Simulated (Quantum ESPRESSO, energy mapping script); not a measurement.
# MnS: J from the energies of magnetic orders, part 3 of 3

Wanted: the magnetic order of MnS, its couplings and an estimate of its ordering temperature, by PBE+U (4 eV), QE, GBRV.

PBE with U = 4 eV on Mn d, ortho-atomic projectors; plane waves, U on orthogonalised atomic orbitals unless named otherwise, collinear spin, no spin–orbit coupling.

So far. Step 9 (Parallel start in cell D (6 atoms)): The run ends ferromagnetic. For each magnetic atom its energy differs from the parallel run of the first cell by 0.01 meV, an error that one common reference would have brought in. Step 10 (Uncompensated ++− start in cell D (6 atoms)): The run ends ferrimagnetic, 39.76 meV a magnetic atom below the parallel order of its cell.

The database entry behind the starting cell differs from later determinations by our own check (an axis about 0.2 % short against later determinations), so it need not match the best structure at ambient conditions.

## (11) Run 9 (parallel; cell E, 6 atoms)

Level of this step: PBE with U = 4 eV on Mn d, ortho-atomic projectors, GBRV potentials (Quantum ESPRESSO).

The parallel order again, as the reference for this cell.

This run holds the same structure in another cell (b 5.209 → 3.683 Å, c 6.380 → 8.236 Å, α 114.1 → 102.9°, β 106.8 → 102.9°).

Contents of pw.in:

```
&control
  calculation = 'scf'
  prefix = 'pw'
  outdir = './tmp/'
  pseudo_dir = './pseudo/'
  verbosity = 'low'
/
&system
  ibrav = 0
  nat = 6
  ntyp = 2
  ecutwfc = 45
  ecutrho = 360
  nbnd = 54
  occupations = 'smearing'
  smearing = 'fd'
  degauss = 0.00367493
  nspin = 2
  starting_magnetization(1) = 0.3000
/
&electrons
  conv_thr = 1.5e-08
  electron_maxstep = 120
  mixing_beta = 0.3
  mixing_mode = 'plain'
/
ATOMIC_SPECIES
  Mn 54.9380 Mn.upf
  S 32.0600 S.upf
CELL_PARAMETERS angstrom
  0.00000000 2.60450000 2.60450000
  0.00000000 2.60450000 -2.60450000
  -7.81350000 -2.60450000 0.00000000
ATOMIC_POSITIONS crystal
  Mn 0.00000000 0.00000000 0.00000000
  Mn 0.33333333 0.33333333 0.66666667
  Mn 0.66666667 0.66666667 0.33333333
  S 0.83333333 0.83333333 0.66666667
  S 0.16666667 0.16666667 0.33333333
  S 0.50000000 0.50000000 0.00000000
K_POINTS automatic
  6 6 6 0 0 0
HUBBARD {ortho-atomic}
U Mn-3d 4
```

Started as:

```
$ OMP_NUM_THREADS=1 mpirun -n 8 pw.x -nk 8 -in pw.in > pw.out
```

Log:

```text
[banner, memory and clock lines left out]
Program PWSCF v.7.5 starts
[...]
unit-cell volume          =     715.3539 (a.u.)^3
     number of atoms/cell      =            6
[...]
number of electrons       =        63.00
     number of Kohn-Sham states=           54
     kinetic-energy cutoff     =      45.0000  Ry
     charge density cutoff     =     360.0000  Ry
[...]
The total energy is F=E-TS. E is the sum of the following terms:
     one-electron contribution =    -397.42847637 Ry
     hartree contribution      =     221.62883533 Ry
     xc contribution           =    -105.81645001 Ry
     ewald contribution        =    -424.47984633 Ry
     Hubbard energy            =       0.11813721 Ry
     total magnetization       =    15.00 Bohr mag/cell
     absolute magnetization    =    15.00 Bohr mag/cell
     convergence has been achieved in  10 iterations
[key lines of the parts left out:]
!    total energy              =    -705.97780059 Ry
the Fermi energy is    10.6096 ev
```

It took 84 s on 8 MPI ranks of Arm Neoverse N1, shared host; peak memory 1.3 GiB; 9.9 min of CPU time.

The run ends ferromagnetic. For each magnetic atom its energy differs from the parallel run of the first cell by 0.69 meV, an error that one common reference would have brought in.

## (12) Order 10: uncompensated ++−, cell E of 6 atoms

This order reverses 5.33 of the 12 neighbours at 3.68 Å, 1.33 of the 6 neighbours at 5.21 Å and 16 of the 24 neighbours at 6.38 Å, counted for an average magnetic atom.

Changes to pw.in since step 11:

```diff
@@ -10,6 +10,6 @@
   nat = 6
-  ntyp = 2
+  ntyp = 3
   ecutwfc = 45
   ecutrho = 360
-  nbnd = 54
+  nbnd = 49
   occupations = 'smearing'
@@ -19,2 +19,3 @@
   starting_magnetization(1) = 0.3000
+  starting_magnetization(2) = -0.3000
 /
@@ -27,3 +28,4 @@
 ATOMIC_SPECIES
-  Mn 54.9380 Mn.upf
+  Mn1 54.9380 Mn.upf
+  Mn2 54.9380 Mn.upf
   S 32.0600 S.upf
@@ -34,5 +36,5 @@
 ATOMIC_POSITIONS crystal
-  Mn 0.00000000 0.00000000 0.00000000
-  Mn 0.33333333 0.33333333 0.66666667
-  Mn 0.66666667 0.66666667 0.33333333
+  Mn1 0.00000000 0.00000000 0.00000000
+  Mn1 0.33333333 0.33333333 0.66666667
+  Mn2 0.66666667 0.66666667 0.33333333
   S 0.83333333 0.83333333 0.66666667
@@ -43,2 +45,3 @@
 HUBBARD {ortho-atomic}
-U Mn-3d 4
+U Mn1-3d 4
+U Mn2-3d 4
```

Log:

```text
[banner, memory and clock lines left out]
Program PWSCF v.7.5 starts
[...]
unit-cell volume          =     715.3539 (a.u.)^3
     number of atoms/cell      =            6
[...]
number of electrons       =        63.00
     number of Kohn-Sham states=           49
     kinetic-energy cutoff     =      45.0000  Ry
     charge density cutoff     =     360.0000  Ry
[...]
The total energy is F=E-TS. E is the sum of the following terms:
     one-electron contribution =    -397.47532185 Ry
     hartree contribution      =     221.64263913 Ry
     xc contribution           =    -105.79670436 Ry
     ewald contribution        =    -424.47984633 Ry
     Hubbard energy            =       0.12524885 Ry
     total magnetization       =     5.00 Bohr mag/cell
     absolute magnetization    =    14.58 Bohr mag/cell
     convergence has been achieved in  12 iterations
[key lines of the parts left out:]
!    total energy              =    -705.98398457 Ry
the Fermi energy is    10.7001 ev
```

Elapsed: 82 s, on 8 MPI ranks; peak memory 1.3 GiB; 11 min of CPU time.

The run ends ferrimagnetic, 28.05 meV a magnetic atom below the parallel order of its cell.

## (13) The fit

Each energy difference is a sum of couplings weighted by the pairs that the order reverses. A few near shells are fitted to the differences by least squares. Energies are those extrapolated to zero occupation width, not the free energies F.

The orders side by side; each is measured from the parallel order in the same cell and on the same mesh:

| order | atoms | energy (meV a magnetic atom) | moments (μB) | moments kept as typed | opposed neighbours at 3.68, 5.21, 6.38 Å |
| --- | --- | --- | --- | --- | --- |
| parallel in cell A | 4 | 0.00 | 4.51 | yes | 0, 0, 0 |
| compensated +− in cell A | 4 | -56.85 | 4.43 | yes | 6, 6, 12 |
| parallel in cell B | 4 | 0.00 | 4.51 | yes | 0, 0, 0 |
| compensated +− in cell B | 4 | -21.44 | 4.48 | yes | 8, 0, 16 |
| parallel in cell C | 6 | 0.00 | 4.51 | yes | 0, 0, 0 |
| uncompensated ++− in cell C | 6 | -44.20 | 4.42 to 4.46 | yes | 4, 4, 12 |
| parallel in cell D | 6 | 0.00 | 4.51 | yes | 0, 0, 0 |
| uncompensated ++− in cell D | 6 | -39.76 | 4.43 to 4.47 | yes | 6.67, 2.67, 8 |
| parallel in cell E | 6 | 0.00 | 4.51 | yes | 0, 0, 0 |
| uncompensated ++− in cell E | 6 | -28.05 | 4.46 to 4.48 | yes | 5.33, 1.33, 16 |

Couplings from the energies, with E = −Σ J e·e over ordered pairs:

| pair | distance (Å) | neighbours | J (meV) |
| --- | --- | --- | --- |
| Mn–Mn | 3.68 | 12 | -1.01 |
| Mn–Mn | 5.21 | 6 | -3.49 |
| Mn–Mn | 6.38 | 24 | -0.151 |
| Mn–Mn | 7.37 | 12 | -0.400 |

Adding the shell at 8.24 Å gives -0.86, -3.4, -0.13, -0.43 and -0.12 meV and a mean-field temperature of 118 K, an exact solve that tests nothing.

In mean field these couplings order at 125 K, at q = (0.50, 0.50, 0.50) in fractions of the conventional cell's reciprocal vectors, and give a Curie–Weiss temperature of -320 K.

## (14) Monte Carlo

Mean field ignores fluctuations and overstates the ordering temperature, so the model is also sampled. The heat capacity peaks where order sets in.

Classical unit spins with these couplings on 8×8×4 copies of a cell that holds the lowest order (512 spins), heat-bath sweeps, cooled from random directions, 831 sweeps to settle and 2493 measured at each temperature, averaged over 8 runs.

| T (K) | order along the lowest pattern | net moment | heat capacity (k_B a spin) |
| --- | --- | --- | --- |
| 15.0 | 0.43 | 0.01 | 1.04 |
| 25.6 | 0.46 | 0.01 | 1.08 |
| 41.6 | 0.39 | 0.01 | 1.19 |
| 52.2 | 0.33 | 0.01 | 1.30 |
| 62.9 | 0.32 | 0.01 | 1.54 |
| 73.5 | 0.25 | 0.02 | 1.85 |
| 78.9 | 0.22 | 0.02 | 1.85 |
| 89.5 | 0.15 | 0.02 | 1.19 |
| 100 | 0.12 | 0.02 | 0.67 |
| 111 | 0.10 | 0.02 | 0.50 |
| 127 | 0.08 | 0.02 | 0.35 |
| 137 | 0.08 | 0.02 | 0.28 |

The smoothed heat capacity peaks at 74 K. The order column follows one pattern alone; equivalent domains or another pattern share the rest.

## (15) What came out

| Item | Value |
| --- | --- |
| lowest order tried | compensated +− in cell A |
| largest fitted value, Mn–Mn at 5.21 Å | -3.49 meV |
| ordering temperature, mean field | 125 K |
| heat-capacity peak, Monte Carlo | 74 K |

Of the orders tried, MnS prefers the order “compensated +− in cell A” under PBE+U (4 eV), QE, GBRV, with 6 of 12 neighbours at 3.68 Å, 6 of 6 neighbours at 5.21 Å and 12 of 24 neighbours at 6.38 Å opposed, and the heat capacity of the fitted model peaks near 74 K (Monte Carlo, classical spins). The largest fitted coupling is the Mn–Mn pair at 5.21 Å, antiferromagnetic at -3.5 meV, across a ligand at about 180°. The straight metal–ligand–metal path outweighs the right-angled one, the pattern expected of superexchange through one ligand p orbital, which these runs do not test. The orders also reverse pairs at 8.24 Å, which are not fitted, so the fitted values hold their part too. With 5 differences for 4 couplings the fit misses by 1.4 meV at most, a small part of the spread. In the fitted orders moments change by up to 2.0 % against the parallel run of the same cell, so their size stays put. Monte Carlo puts the peak at 0.59 of the mean-field temperature, since mean field leaves out fluctuations. In tests on simple cubic and body-centred models such peaks lay 5 to 6 % under the bulk value. On cooling, the order along the one computed pattern stays at or under 0.46: the model settles in an equivalent domain, a degenerate mixture or another order. The Curie–Weiss temperature is 4.3 times the peak temperature in size, a mark of frustration. The parallel order holds 5 μB a magnetic atom, spin 2.5; the common factor (S+1)/S would raise the classical 74 K to 104 K, a correction that often overshoots. The classical value and the one scaled by (S+1)/S differ by a factor of 1.4, so closeness of either to the measured temperature is partly a matter of convention.

Computed beside measured:

```
                             quantity  measured  PBE+U (4 eV), QE, GBRV, Monte Carlo  PBE+U (4 eV), QE, GBRV, Monte Carlo × (S+1)/S
ordering temperature (spin model) (K)       150                         74 (-50.7 %)                                  104 (-30.9 %)
```

Measured values from arxiv:1108.4537 (2011).

Verdict: For the ordering temperature, of the levels listed nearest comes PBE+U (4 eV), QE, GBRV, Monte Carlo × (S+1)/S (-30.9 %, a clear miss) and farthest PBE+U (4 eV), QE, GBRV, Monte Carlo (-50.7 %, a clear miss). A U picked for its result is no test. No cell relaxation is part of this session.

[Logs and program files are shortened in this print: banners, set-up blocks, solver, clock and traceback lines can be left out without a mark of their own.]

[Logs are printed without paths, hosts, clocks, repeated set-up lines and the standing remarks that a program may print on its own settings, such as how far it seeks lower states.]

[Hosts, paths, dates, database ids (printed as entryN), source tags and the programs' standing remarks are cut or masked in the printed files.]

[Where a cell is said to come from a database of computed structures, the database is the Materials Project.]
